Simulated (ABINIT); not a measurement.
# Quasiparticle gap of LiCl (Fm-3m) in ABINIT

Aim: the G0W0 gap of LiCl (Fm-3m) on LDA, step by step.

Calculated with ABINIT 10.8.3; LDA and many-body steps on it, plane waves.

This is a report of a sequence of runs, with most program output left out.

The database entry behind the starting cell differs from later determinations by our own check (0.1 to 0.3 % short, probably kX units), so it need not match the best structure at ambient conditions.

### Step 1. Set-up

It takes space group Fm-3m (No. 225, cubic). The conventional cell has a = 5.130 Å, b = 5.130 Å, c = 5.130 Å, α = 90.00°, β = 90.00°, γ = 90.00°. Nearest to Li lie 6 Cl at 2.56 Å. Cl has 6 Li at 2.56 Å nearest. Farther neighbours and most contacts between anions are not listed.

The cell and positions come from the Crystallography Open Database and are kept as given unless a step says otherwise.

### Step 2. Ground state

This step: ABINIT 10.8.3; DFT, LDA, plane waves, norm-conserving pseudopotentials.

The ground-state density comes first.

Contents of run.abi:

```
acell 3*1.0 Angstrom
rprim 
  0.000000000000 2.564770000000 2.564770000000
  2.564770000000 0.000000000000 2.564770000000
  2.564770000000 2.564770000000 -0.000000000000
ntypat 2
znucl 3 17
natom 2
typat 1 2
xred 
  0.000000000000 0.000000000000 0.000000000000
  0.500000000000 0.500000000000 0.500000000000
pp_dirpath "pseudos"
pseudos "Li.upf, Cl.upf"
ecut 33
ngkpt 8 8 8
nshiftk 1
shiftk 0 0 0
kptopt 1
chksymbreak 0
nband 10
occopt 1
tolvrs 1e-10
nstep 60
prtwf 0
optforces 0
optstress 0
indata_prefix "in"
outdata_prefix "out"
tmpdata_prefix "tmp"
```

The run is started by

```
> OMP_NUM_THREADS=1 mpirun -n 4 abinit run.abi > log
```

The job ended after 4.9 s (4 MPI ranks of Arm Neoverse V2, shared host; peak memory 0.27 GiB).

Numbers from this step:

```yaml
total_energy: -643.6370 eV
gap: 5.989 eV
k_of_the_valence_top: 0, 0, 0
k_of_the_conduction_bottom: 0, 0, 0
least_direct_gap: 5.989 eV
```

The gap is direct, at Γ.

### Step 3. Bands along the symmetry lines

The cheap functional maps the bands first; the places of the edges decide which points the dearer methods must see.

Contents of run.abi:

```
acell 3*1.0 Angstrom
rprim 
  0.000000000000 2.564770000000 2.564770000000
  2.564770000000 0.000000000000 2.564770000000
  2.564770000000 2.564770000000 -0.000000000000
ntypat 2
znucl 3 17
natom 2
typat 1 2
xred 
  0.000000000000 0.000000000000 0.000000000000
  0.500000000000 0.500000000000 0.500000000000
pp_dirpath "pseudos"
pseudos "Li.upf, Cl.upf"
ecut 33
iscf -2
irdden 1
kptopt 0
nkpt 50
kpt 
  0.00000000 0.00000000 0.00000000
  0.06250000 0.00000000 0.06250000
  0.12500000 0.00000000 0.12500000
  0.18750000 0.00000000 0.18750000
  0.25000000 0.00000000 0.25000000
  0.31250000 0.00000000 0.31250000
  0.37500000 0.00000000 0.37500000
  0.43750000 0.00000000 0.43750000
  0.50000000 0.00000000 0.50000000
  0.51562500 0.03125000 0.51562500
  0.53125000 0.06250000 0.53125000
  0.54687500 0.09375000 0.54687500
  0.56250000 0.12500000 0.56250000
  0.57812500 0.15625000 0.57812500
  0.59375000 0.18750000 0.59375000
  0.60937500 0.21875000 0.60937500
  0.62500000 0.25000000 0.62500000
  0.37500000 0.37500000 0.75000000
  0.32812500 0.32812500 0.65625000
  0.28125000 0.28125000 0.56250000
  0.23437500 0.23437500 0.46875000
  0.18750000 0.18750000 0.37500000
  0.14062500 0.14062500 0.28125000
  0.09375000 0.09375000 0.18750000
  0.04687500 0.04687500 0.09375000
  0.00000000 0.00000000 0.00000000
  0.06250000 0.06250000 0.06250000
  0.12500000 0.12500000 0.12500000
  0.18750000 0.18750000 0.18750000
  0.25000000 0.25000000 0.25000000
  0.31250000 0.31250000 0.31250000
  0.37500000 0.37500000 0.37500000
  0.43750000 0.43750000 0.43750000
  0.50000000 0.50000000 0.50000000
  0.50000000 0.46875000 0.53125000
  0.50000000 0.43750000 0.56250000
  0.50000000 0.40625000 0.59375000
  0.50000000 0.37500000 0.62500000
  0.50000000 0.34375000 0.65625000
  0.50000000 0.31250000 0.68750000
  0.50000000 0.28125000 0.71875000
  0.50000000 0.25000000 0.75000000
  0.50000000 0.21875000 0.71875000
  0.50000000 0.18750000 0.68750000
  0.50000000 0.15625000 0.65625000
  0.50000000 0.12500000 0.62500000
  0.50000000 0.09375000 0.59375000
  0.50000000 0.06250000 0.56250000
  0.50000000 0.03125000 0.53125000
  0.50000000 0.00000000 0.50000000
istwfk *1
nband 12
nbdbuf 2
tolwfr 1e-08
nstep 40
prtwf 0
prtvol 0
indata_prefix "in"
outdata_prefix "out"
tmpdata_prefix "tmp"
```

It took 4.6 s on 4 MPI ranks; peak memory 0.25 GiB; 18 s of CPU time.

Numbers from this step:

| Property | Result |
| --- | --- |
| gap | 5.985 eV |
| k of the valence top | 0.0938, 0.0938, 0.1875 |
| k of the conduction bottom | 0, 0, 0 |
| least direct gap | 5.989 eV |

The gap is 5.985 eV, −0.004 eV from the run before at this level.

Electronic bands along the path, in eV, zero at the top of the highest filled band; v1 is the highest filled band, c1 the lowest empty one:

```csv
point,v4,v3,v2,v1,c1,c2,c3,c4
Γ,-13.35,0.00,0.00,0.00,5.99,11.58,11.58,11.58
halfway,-12.97,-1.57,-0.61,-0.61,8.24,9.21,9.39,12.16
X,-12.51,-2.99,-1.14,-1.14,7.58,7.95,12.09,13.73
halfway,-12.51,-2.89,-1.37,-1.07,7.69,8.41,11.79,12.76
U,-12.54,-2.57,-1.84,-0.86,7.75,9.63,11.11,11.39
jump to K,-12.54,-2.57,-1.84,-0.86,7.75,9.63,11.11,11.39
halfway,-12.96,-1.77,-0.90,-0.09,7.60,9.76,10.00,10.56
Γ,-13.35,0.00,0.00,0.00,5.99,11.58,11.58,11.58
halfway,-13.07,-1.64,-0.14,-0.14,6.87,10.33,10.33,10.65
L,-12.76,-2.90,-0.26,-0.26,6.39,9.14,9.14,12.66
halfway,-12.65,-2.62,-1.36,-0.60,7.87,9.00,10.19,11.43
W,-12.52,-2.20,-2.20,-1.09,9.26,9.77,10.11,10.11
halfway,-12.51,-2.78,-1.49,-1.12,8.06,8.62,11.50,11.80
X,-12.51,-2.99,-1.14,-1.14,7.58,7.95,12.09,13.73
```

### Step 4. Empty states on the mesh, 4×4×4 mesh, 89 bands

The sums over transitions need many empty states on a uniform mesh; this step solves for them.

Contents of run.abi:

```
acell 3*1.0 Angstrom
rprim 
  0.000000000000 2.564770000000 2.564770000000
  2.564770000000 0.000000000000 2.564770000000
  2.564770000000 2.564770000000 -0.000000000000
ntypat 2
znucl 3 17
natom 2
typat 1 2
xred 
  0.000000000000 0.000000000000 0.000000000000
  0.500000000000 0.500000000000 0.500000000000
pp_dirpath "pseudos"
pseudos "Li.upf, Cl.upf"
ecut 33
ngkpt 4 4 4
nshiftk 1
shiftk 0 0 0
kptopt 1
chksymbreak 0
irdden 1
istwfk *1
nband 89
prtvol 0
optdriver 6
gwr_task "HDIAGO"
paral_kgb 0
occopt 1
indata_prefix "in"
outdata_prefix "out"
tmpdata_prefix "tmp"
```

Wall time 15 s (4 MPI ranks); peak memory 1.1 GiB; 59 s of CPU time.

This step gave:

| Quantity | Value |
| --- | --- |
| gap | 5.989 eV |
| k of the valence top | 0, 0, 0 |
| k of the conduction bottom | 0, 0, 0 |
| least direct gap | 5.989 eV |
| k points computed | 8 |
| lowest point of the top converged band, above the valence top | 92.4446 eV |

On this mesh the gap is 5.989 eV.

### Step 5. Screening, 4×4×4 mesh, 81 bands, screening to 163.3 eV

The RPA dielectric matrix is built and inverted for each q.

This step: RPA screening on LDA, plane waves, norm-conserving pseudopotentials.

Changes to run.abi since step 4:

```diff
@@ -20,10 +20,11 @@
 chksymbreak 0
-irdden 1
 istwfk *1
-nband 89
-prtvol 0
-optdriver 6
-gwr_task "HDIAGO"
-paral_kgb 0
 occopt 1
+irdwfk 1
+optdriver 3
+nband 81
+ecuteps 6
+inclvkb 2
+awtr 1
+symchi 1
 indata_prefix "in"
```

Run time: 5.6 s. Hardware: 4 MPI ranks; peak memory 0.51 GiB; 22 s of CPU time.

Numbers from this step:

```yaml
eps_infinity_with_local_fields_on_this_mesh_along_the_program_s_q_direction: 3.004
the_same_without_local_fields: 3.52
plasma_frequency: 20.21 eV
plane_waves_in_the_screening_matrix: 169
```

Local fields lower ε∞ by 15 %. On a Γ-centred mesh this coarse the value itself is usually too large, while a short band sum pulls it down.

### Step 6. Self-energy, 4×4×4 mesh, 81 bands, screening to 163.3 eV

The self-energy is evaluated for the states that the input lists, and the levels follow from it, in one-shot runs by the linearised quasiparticle equation.

This step: G0W0 on LDA, plane waves, norm-conserving pseudopotentials.

Changes to run.abi since step 5:

```diff
@@ -23,8 +23,15 @@
 irdwfk 1
-optdriver 3
+optdriver 4
 nband 81
+gwcalctyp 0
+ecutsigx 33
+symsigma 1
+nkptgw 1
+kptgw 
+  0.0000000000 0.0000000000 0.0000000000
+bdgw 
+  3 9
 ecuteps 6
-inclvkb 2
-awtr 1
-symchi 1
+irdscr 1
+ppmodel 1
 indata_prefix "in"
```

It took 3.1 s on 4 MPI ranks; peak memory 0.35 GiB.

Numbers from this step:

```yaml
g0w0_gap_on_the_points_computed: 8.906 eV
starting_gap_on_the_mesh: 5.989 eV
k_of_the_valence_top: 0, 0, 0
k_of_the_conduction_bottom: 0, 0, 0
z_at_the_valence_top: 0.8
z_at_the_conduction_bottom: 0.842
least_direct_g0w0_gap_on_the_computed_points: 8.906 eV
```

The gap on the mesh goes from 5.99 eV to 8.91 eV, a correction of +2.92 eV.

Limits: finite bands, cutoff and mesh; coarse k mesh. v1 is the top filled band, c1 the lowest empty one. Levels before and after the correction, in eV, zero at the valence-band top of each column:

```csv
,conduction bottom,valence top
Kohn-Sham,5.99,0.00
G0W0,8.91,0.00
```

```csv
,level,energy (eV)
Kohn-Sham,Γ v3-v1,0.000
Kohn-Sham,Γ c1,5.989
Kohn-Sham,Γ c2-c4,11.582
G0W0,Γ v3-v1,0.000
G0W0,Γ c1,8.906
G0W0,Γ c2-c4,14.847
```

### Step 7. Where the time went

Times are wall times on 4 MPI ranks of Arm Neoverse V2, shared host, good to a factor of about two.

```csv
step,time,share,memory (GiB)
ground state,4.9 s,15 %,0.27
bands along the symmetry lines,4.6 s,14 %,0.25
empty states on the mesh,15 s,45 %,1.1
screening,5.6 s,17 %,0.51
self-energy,3.1 s,9 %,0.35
```

### Step 8. Summary of results

```yaml
lda_gap: 5.99 eV, indirect (only 4 meV under the direct gap)
g0w0_gap_on_the_mesh: 8.91 eV
gw_settings: 4×4×4 mesh, 81 bands, screening to 163.3 eV, Godby-Needs plasmon pole
known_limits: not at the basis limit; coarse k mesh
```

In words: G0W0 moves the gap on the mesh from 5.99 eV to 8.91 eV (+2.92 eV), with Z of 0.80 and 0.84 at the edges. Local fields lower the RPA ε∞ on this mesh from 3.52 to 3.00; a Γ-centred mesh this coarse tends to raise both, most where the direct gap is narrow, while a short band sum lowers them. Only 1 of the mesh's irreducible points was corrected, so a valley elsewhere could overtake. The dearest step here is «empty states on the mesh». Bands and cutoff are finite, so the gap is not at the basis limit. The miss can reach some tenths of an eV and take either sign; the mesh is an error of its own. In the G0W0 run levels were corrected at 1 k point alone, so a gap called «on the mesh» is the least over those, and an edge elsewhere would be missed. The 4×4×4 mesh is coarse for this cell, which bears on the long-range parts of exchange and screening.

[Paths, hosts, dates, memory and timing lines, banners, echoed tables and standing remarks are left out of the program output.]

[Logs are printed without paths, hosts, clocks, repeated set-up lines and the standing remarks that a program may print on its own settings, such as how far it seeks lower states.]

[Runs of the session that timed out or met a known fault of the program may be left out.]

[Hosts, paths, dates, database ids (printed as entryN), source tags and the programs' standing remarks are cut or masked in the printed files.]

[G0W0 gaps are taken among the corrected bands and points alone; a level outside them can change the order at an edge.]

[Where Ansatz stands beside ABINIT at settings called matched, ABINIT's density can come from a denser mesh and the files from another edition; pairs whose starting gaps differed by over 0.03 eV were left out, so agreement reads better than it is.]
